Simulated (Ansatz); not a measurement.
# AlNi (Pm-3m): thermal expansion from first principles, part 2 of 4

Aim: the lattice, expansion, heat capacity and bulk modulus of AlNi as it warms.

Measurements to reproduce:
- heat capacity C_P per formula unit 45.9 J/mol/K near room temperature (given in “High-Throughput Prediction of Finite-Temperature Properties using the Quasi-Harmonic Approximation”, 2016, arXiv:1603.06924)

Ansatz 0.2.0; DFT LDA, scalar-relativistic, plane waves, PAW (the session's first sound run).

So far. Step 2 (A first coarse run): The start is under -8.2 GPa at this level and looks like a metal on this mesh. Step 5 (Tight relaxation): The residual pressure is 9.4e-4 GPa, small enough for phonons.

The database entry behind the starting cell differs from later determinations by our own check (about 0.2 % short), so it need not match the best structure at ambient conditions.

### 6. The quasi-harmonic study, functional LDA, q-mesh 2×2×2

Thermal expansion follows from how the free energy of the vibrations (and of the electrons in a metal) changes with strain, so the program makes strained cells, their phonons and a fit in one run.

input.yaml reads:

```yaml
crystal:
  lattice:
    - [2.8322725568, 0.0, 0.0]
    - [0.0, 2.8322725568, 0.0]
    - [0.0, 0.0, 2.8322725568]
  atoms:
    - { symbol: Al, position: [0.0, 0.0, 0.0] }
    - { symbol: Ni, position: [0.5, 0.5, 0.5] }
kpoints:
  mp_grid: { grid: [16, 16, 16] }
hamiltonian:
  xc: lda
scf:
  occupations: { method: methfessel_paxton, width: 0.2 }
  lower_state_search: "off"
output:
  eigenvalues: true
phonons:
  method: dfpt
  qmesh: [2, 2, 2]
  temperatures: { t_max: 900.0, t_step: 50 }
  thermal_expansion: {}
```

Launch:

```console
> ansatz run input.yaml --threads 8 --pin off --max-ram 16384MiB --backend cpu --events-out ev --progress --plain --runs-dir out
```

Numbers of over 12 decimals in the logs are rounded to 6 here.

Output:

```text
[...]
Crystal: 2 atoms, lattice volume = 22.720 Å³
Basis set: ecut = 487.2 eV, 515 PW (Γ), exchange–correlation on 48×48×48 points (8 copies of the dense FFT grid, shifted against one another)
Bands: 15, of which v1, the nominal top of the filled ones, is band 11 counted from 1 (10 counted from 0)
Symmetry: 48 space group operations
[...]
k-points: 165 of 4096
[...]
SCF iter   1: F=—  HF=-6287.670111 eV  |F-HF|=—  |Δ(HF+E_count)|=         —  Δρ=1.56e-2  dr2=2.33e-2  ethr=1.77e-3  ⟨swp⟩=4.3  Hψ=11173  notcnv=0
[...]
SCF iter   7: F=-6287.665762 eV  HF=-6287.665762 eV  |F-HF|=9.09e-13  |Δ(HF+E_count)|=  1.27e-11  S|Δr|=    0.00e0  Δρ=2.77e-8  dr2=6.24e-14  ethr=1.00e-12  ⟨swp⟩=6.4  Hψ=10833  notcnv=0
SCF 1 converged in 7 iterations: F = -6287.665762 eV  dr2 = 6.24e-14
[...]
relax step   1: F+E_penalty+E_count = -6287.66576218 eV  Δ(F+E_penalty+E_count) = +0.000e0 eV  max|allowed force component| = 4.207e-29 eV/Å  Δτ_max = 0.0000 Å  (7 SCF iters, accepted)
SCF converged after 7 iterations
[...]
Free energy (F): -6287.665762 eV
[...]
Internal energy: -6287.666769 eV  (E = F + TS)
E sigma→0 (E₀):  -6287.666014 eV
Entropy (-TS):   0.001007 eV (0.503 meV/atom)
Fermi energy:    14.539859 eV
[...]
--- Stress (GPa, compression-positive) ---
       -0.003968       0.000000       0.000000
        0.000000      -0.003968       0.000000
        0.000000       0.000000      -0.003968
  P = ⅓ Tr σ = -0.0040 GPa (-0.040 kbar)
--- Band table (eV; the first three rows and the last of 165) ---
  k-point 0: bands = [... 7 lower, 12.8826, 12.8826, 12.8826, 20.2104, 20.2104, 20.2104, 22.8819, 22.8819]
  k-point 1: bands = [... 7 lower, 12.8485, 12.8485, 12.8863, 19.4062, 20.3088, 20.3088, 22.8824, 23.6153]
  k-point 2: bands = [... 7 lower, 12.7545, 12.7545, 12.8969, 17.9978, 20.5966, 20.5966, 22.8839, 24.7828]
  k-point 164: bands = [... 7 lower, 13.4872, 13.4872, 16.4893, 16.4893, 16.4893, 18.5798, 19.2702, 19.2702]
── thermal expansion: 3 new cells, 3 in all ──
thermal expansion: relaxation of cell 2
thermal expansion: relaxation of cell 3
── thermal expansion: 2 new cells, 5 in all ──
thermal expansion: relaxation of cell 4
thermal expansion: electrons of cell 4
thermal expansion: phonons of cell 4
WARN: thermal expansion, phonons of cell 4: eigensolver did not converge (k=43): 1 band(s) unlocked after 20 sweeps at ethr=1.00e-12 eV (lowest unlocked band 14, counted from 0; max residual 4.78e-6 eV among the unlocked bands, 4.78e-6 eV over every band)
thermal expansion: relaxation of cell 5
thermal expansion: electrons of cell 1
thermal expansion: electrons of cell 2
thermal expansion: electrons of cell 3
thermal expansion: electrons of cell 5
thermal expansion: phonons of cell 5
[...]
── thermal expansion: 5 new cells, 10 in all ──
thermal expansion: relaxation of cell 6
thermal expansion: relaxation of cell 7
thermal expansion: relaxation of cell 8
thermal expansion: relaxation of cell 9
thermal expansion: relaxation of cell 10
thermal expansion: electrons of cell 6
thermal expansion: electrons of cell 7
thermal expansion: electrons of cell 8
thermal expansion: electrons of cell 9
thermal expansion: electrons of cell 10
thermal expansion: phonons of cell 6
[...]
thermal expansion: phonons of cell 7
[...]
WARN: thermal expansion: eigensolver_not_converged in the phonons of 4 cells: 4, 5, 6, 7
--- Relaxed structure (1 steps of the walk, 1 accepted, 0 SCFs on fresh bases) ---
  F+E_penalty+E_count = -6287.66576218 eV   max|allowed force component| = 4.207e-29 eV/Å
  atoms:
    - { symbol: Al, position: [0.0, 0.0, 0.0] }
    - { symbol: Ni, position: [0.500000, 0.500000, 0.500000] }
--- Thermal expansion: 10 cells in 3 rounds, 0 GPa ---
  no lower state was looked for at cell 4: scf.lower_state_search: off
  without vibrations: a 2.83226, b 2.83226, c 2.83226 Å, V 22.7195 Å³, B 186.09 GPa
  at 0 K: a 2.83842, b 2.83842, c 2.83842 Å, V 22.8680 Å³, B 182.59 GPa
  zero-point expansion: a +0.217, b +0.217, c +0.217, V +0.654 %
      T/K        a/Å        b/Å        c/Å       V/Å³ | expansion of a, b, c, V (1e-6/K)   | that of V in the mean from 25 °C | C_P, C_V (J/mol K of the cell) | B_T, B_S (GPa)
     0.00    2.83842    2.83842    2.83842    22.8680 |    0.00    0.00    0.00    0.00 |   21.62 |     0.000     0.000 |   182.59   182.59
   100.00    2.83901    2.83901    2.83901    22.8824 |    5.79    5.79    5.79   17.38 |   29.38 |    22.289    22.214 |   181.60   182.22
   200.00    2.84140    2.84140    2.84140    22.9403 |   10.28   10.28   10.28   30.84 |   33.69 |    39.579    39.110 |   178.65   180.79
   298.15    2.84454    2.84454    2.84454    23.0164 |   12.00   12.00   12.00   35.99 |       - |    45.820    44.882 |   175.28   178.94
   350.00    2.84635    2.84635    2.84635    23.0604 |   12.54   12.54   12.54   37.61 |   36.87 |    47.616    46.424 |   173.42   177.88
   450.00    2.85004    2.85004    2.85004    23.1501 |   13.30   13.30   13.30   39.89 |   38.25 |    49.902    48.208 |   169.75   175.72
   550.00    2.85392    2.85392    2.85392    23.2447 |   13.90   13.90   13.90   41.69 |   39.39 |    51.464    49.244 |   165.97   173.46
   650.00    2.85796    2.85796    2.85796    23.3437 |   14.44   14.44   14.44   43.31 |   40.42 |    52.719    49.940 |   162.09   171.11
   750.00    2.86217    2.86217    2.86217    23.4469 |   14.97   14.97   14.97   44.91 |   41.40 |    53.842    50.466 |   158.11   168.69
   850.00    2.86653    2.86653    2.86653    23.5544 |   15.51   15.51   15.51   46.54 |   42.36 |    54.921    50.898 |   154.02   166.19
   900.00    2.86878    2.86878    2.86878    23.6097 |   15.80   15.80   15.80   47.39 |   42.83 |    55.458    51.093 |   151.94   164.92
  the static fit leaves 0.001 meV an atom of the energies and, of the stresses, 0.000 GPa of each cell's largest along a strain (root mean squares over the cells), whose Pulay part it has at -0.029 GPa
  vibrations' free energy: its fit passes through its cells
  the electrons' free energy at temperature is in it; its fit leaves 0.0001 meV an atom at the most
  free energies summed between the sampled wave vectors
  estimated error of the fitted expansion in any direction: up to 0.019e-6/K, at 900 K, with few degrees of freedom (an estimate, not a bound: it was exceeded on models of known expansion)
  by sums over the sampled wave vectors an expansion of the volume parts by up to 2.66e-6/K
  by a static energy of one degree less an expansion of the volume parts by up to 0.06e-6/K
  eigensolver_not_converged in the phonons of 4 cells: 4, 5, 6, 7
```

It took 3 min on 8 threads of Arm Neoverse V2, shared host; peak memory 1.3 GiB; 21 min of CPU time.

Numbers from this step:

* pressure: -0.003968 GPa
* volume expansion coefficient at 298 K: 35.99 1e-6/K
* C_P at 298 K: 22.91 J/mol-atom/K
* entropy at 298 K: 25.25 J/mol-atom/K
* isothermal bulk modulus at 298 K: 175.3 GPa
* Grüneisen parameter at 298 K: 1.948
* volume at 298 K: 11.51 Å³/atom
* principal linear expansion coefficients at 298 K: 12, 12, 12 1e-6/K

Strained cells of the study; zero-point energy where phonons were solved; the pressures are stresses at a fixed cutoff and can carry an offset from the finite basis. Expansion cells, by row:

| cell | \|a\| (Å) | \|b\| (Å) | \|c\| (Å) | V (Å³/atom) | E - E_lowest (meV/atom) | pressure, compression positive (GPa) | gap (eV) | zero-point energy (meV/atom) |
| --- | --- | --- | --- | --- | --- | --- | --- | --- |
| 1 | 2.832 | 2.832 | 2.832 | 11.36 | 0 | -0.034 | - | - |
| 2 | 2.855 | 2.855 | 2.855 | 11.63 | 3.708 | -4.256 | - | - |
| 3 | 2.81 | 2.81 | 2.81 | 11.09 | 3.836 | 4.651 | - | - |
| 4 | 2.832 | 2.832 | 2.832 | 11.36 | 0.001 | -0.072 | - | 45.1 |
| 5 | 2.847 | 2.847 | 2.847 | 11.53 | 1.505 | -2.764 | - | 43.83 |
| 6 | 2.865 | 2.865 | 2.865 | 11.75 | 7.464 | -5.918 | - | 42.23 |
| 7 | 2.881 | 2.881 | 2.881 | 11.95 | 16.5 | -8.523 | - | 40.8 |
| 8 | 2.804 | 2.804 | 2.804 | 11.03 | 5.958 | 5.865 | - | - |
| 9 | 2.818 | 2.818 | 2.818 | 11.19 | 1.45 | 2.802 | - | - |
| 10 | 2.904 | 2.904 | 2.904 | 12.24 | 34.92 | -11.87 | - | - |

Quasi-harmonic; a, b, c are the run's own cell vectors. Expansion, by row:

| T (K) | a (Å) | b (Å) | c (Å) | alpha (deg) | beta (deg) | gamma (deg) | cell volume (Å³/cell) | alpha_a (1e-6/K) | alpha_b (1e-6/K) | alpha_c (1e-6/K) | alpha_V (1e-6/K) | C_P (J/mol-atom/K) | C_V (J/mol-atom/K) | S (J/mol-atom/K) | B_T (GPa) | B_S (GPa) | Grueneisen | extrapolation | fit error (1e-6/K) |
| --- | --- | --- | --- | --- | --- | --- | --- | --- | --- | --- | --- | --- | --- | --- | --- | --- | --- | --- | --- |
| 0 | 2.838 | 2.838 | 2.838 | 90 | 90 | 90 | 22.87 | 0 | 0 | 0 | 0 | 0 | 0 | 0 | 182.6 | 182.6 | - | 0 | 0 |
| 50 | 2.838 | 2.838 | 2.838 | 90 | 90 | 90 | 22.87 | 1.65 | 1.65 | 1.65 | 4.96 | 3.224 | 3.222 | 1.042 | 182.5 | 182.6 | 1.936 | 0 | 0 |
| 100 | 2.839 | 2.839 | 2.839 | 90 | 90 | 90 | 22.88 | 5.79 | 5.79 | 5.79 | 17.38 | 11.14 | 11.11 | 5.781 | 181.6 | 182.2 | 1.958 | 0 | 0 |
| 150 | 2.84 | 2.84 | 2.84 | 90 | 90 | 90 | 22.91 | 8.61 | 8.61 | 8.61 | 25.83 | 16.6 | 16.47 | 11.42 | 180.2 | 181.6 | 1.95 | 0 | 0 |
| 200 | 2.841 | 2.841 | 2.841 | 90 | 90 | 90 | 22.94 | 10.28 | 10.28 | 10.28 | 30.84 | 19.79 | 19.55 | 16.68 | 178.7 | 180.8 | 1.946 | 0 | 0 |
| 250 | 2.843 | 2.843 | 2.843 | 90 | 90 | 90 | 22.98 | 11.32 | 11.32 | 11.32 | 33.95 | 21.71 | 21.36 | 21.32 | 177 | 179.9 | 1.946 | 0 | 0.01 |
| 298.1 | 2.845 | 2.845 | 2.845 | 90 | 90 | 90 | 23.02 | 12 | 12 | 12 | 35.99 | 22.91 | 22.44 | 25.25 | 175.3 | 178.9 | 1.948 | 0 | 0.01 |
| 300 | 2.845 | 2.845 | 2.845 | 90 | 90 | 90 | 23.02 | 12.02 | 12.02 | 12.02 | 36.06 | 22.95 | 22.47 | 25.39 | 175.2 | 178.9 | 1.948 | 0 | 0.01 |
| 350 | 2.846 | 2.846 | 2.846 | 90 | 90 | 90 | 23.06 | 12.54 | 12.54 | 12.54 | 37.61 | 23.81 | 23.21 | 29 | 173.4 | 177.9 | 1.951 | 0 | 0.01 |
| 400 | 2.848 | 2.848 | 2.848 | 90 | 90 | 90 | 23.1 | 12.95 | 12.95 | 12.95 | 38.84 | 24.45 | 23.73 | 32.22 | 171.6 | 176.8 | 1.954 | 0 | 0.01 |
| 450 | 2.85 | 2.85 | 2.85 | 90 | 90 | 90 | 23.15 | 13.3 | 13.3 | 13.3 | 39.89 | 24.95 | 24.1 | 35.13 | 169.8 | 175.7 | 1.958 | 0 | 0.01 |
| 500 | 2.852 | 2.852 | 2.852 | 90 | 90 | 90 | 23.2 | 13.61 | 13.61 | 13.61 | 40.82 | 25.37 | 24.39 | 37.78 | 167.9 | 174.6 | 1.962 | 0 | 0.01 |
| 550 | 2.854 | 2.854 | 2.854 | 90 | 90 | 90 | 23.24 | 13.9 | 13.9 | 13.9 | 41.69 | 25.73 | 24.62 | 40.22 | 166 | 173.5 | 1.967 | 0 | 0.01 |
| 600 | 2.856 | 2.856 | 2.856 | 90 | 90 | 90 | 23.29 | 14.17 | 14.17 | 14.17 | 42.51 | 26.06 | 24.81 | 42.47 | 164.1 | 172.3 | 1.971 | 0 | 0.01 |
| 650 | 2.858 | 2.858 | 2.858 | 90 | 90 | 90 | 23.34 | 14.44 | 14.44 | 14.44 | 43.31 | 26.36 | 24.97 | 44.57 | 162.1 | 171.1 | 1.976 | 0 | 0.01 |
| 700 | 2.86 | 2.86 | 2.86 | 90 | 90 | 90 | 23.39 | 14.7 | 14.7 | 14.7 | 44.11 | 26.64 | 25.11 | 46.53 | 160.1 | 169.9 | 1.981 | 0 | 0.01 |
| 750 | 2.862 | 2.862 | 2.862 | 90 | 90 | 90 | 23.45 | 14.97 | 14.97 | 14.97 | 44.91 | 26.92 | 25.23 | 48.38 | 158.1 | 168.7 | 1.987 | 0 | 0.01 |
| 800 | 2.864 | 2.864 | 2.864 | 90 | 90 | 90 | 23.5 | 15.24 | 15.24 | 15.24 | 45.72 | 27.19 | 25.34 | 50.12 | 156.1 | 167.4 | 1.992 | 0 | 0.01 |
| 850 | 2.867 | 2.867 | 2.867 | 90 | 90 | 90 | 23.55 | 15.51 | 15.51 | 15.51 | 46.54 | 27.46 | 25.45 | 51.78 | 154 | 166.2 | 1.998 | 0 | 0.01 |
| 900 | 2.869 | 2.869 | 2.869 | 90 | 90 | 90 | 23.61 | 15.8 | 15.8 | 15.8 | 47.39 | 27.73 | 25.55 | 53.36 | 151.9 | 164.9 | 2.003 | 0 | 0.02 |

Expansion coefficient against temperature; values in 1e-6/K:

| temperature (K) | volume | principal 1 |
| --- | --- | --- |
| 0 | 0 | 0 |
| 50 | 4.96 | 1.65 |
| 100 | 17.4 | 5.79 |
| 150 | 25.8 | 8.61 |
| 200 | 30.8 | 10.3 |
| 250 | 34.0 | 11.3 |
| 298 | 36.0 | 12 |
| 300 | 36.1 | 12.0 |
| 350 | 37.6 | 12.5 |
| 400 | 38.8 | 12.9 |
| 450 | 39.9 | 13.3 |
| 500 | 40.8 | 13.6 |
| 550 | 41.7 | 13.9 |
| 600 | 42.5 | 14.2 |
| 650 | 43.3 | 14.4 |
| 700 | 44.1 | 14.7 |
| 750 | 44.9 | 15.0 |
| 800 | 45.7 | 15.2 |
| 850 | 46.5 | 15.5 |
| 900 | 47.4 | 15.8 |

At 298 K the volume expansion is 36.0 × 10⁻⁶/K and B_T is 175 GPa. The q-mesh is coarse, so this is a first estimate. The program raised the cutoff to 487.2 eV by itself: with no cutoff typed, the study takes about 1.16 times the default for its relaxations and scales it with the volume for the phonons.

(Part 2 of 4 ends here.)

[Logs are printed without paths, hosts, clocks, repeated set-up lines and the standing remarks that a program may print on its own settings, such as how far it seeks lower states.]

[Hosts, paths, dates, database ids (printed as entryN), source tags and the programs' standing remarks are cut or masked in the printed files.]

[A step with changed settings may run another functional than the one named; its input shows which.]
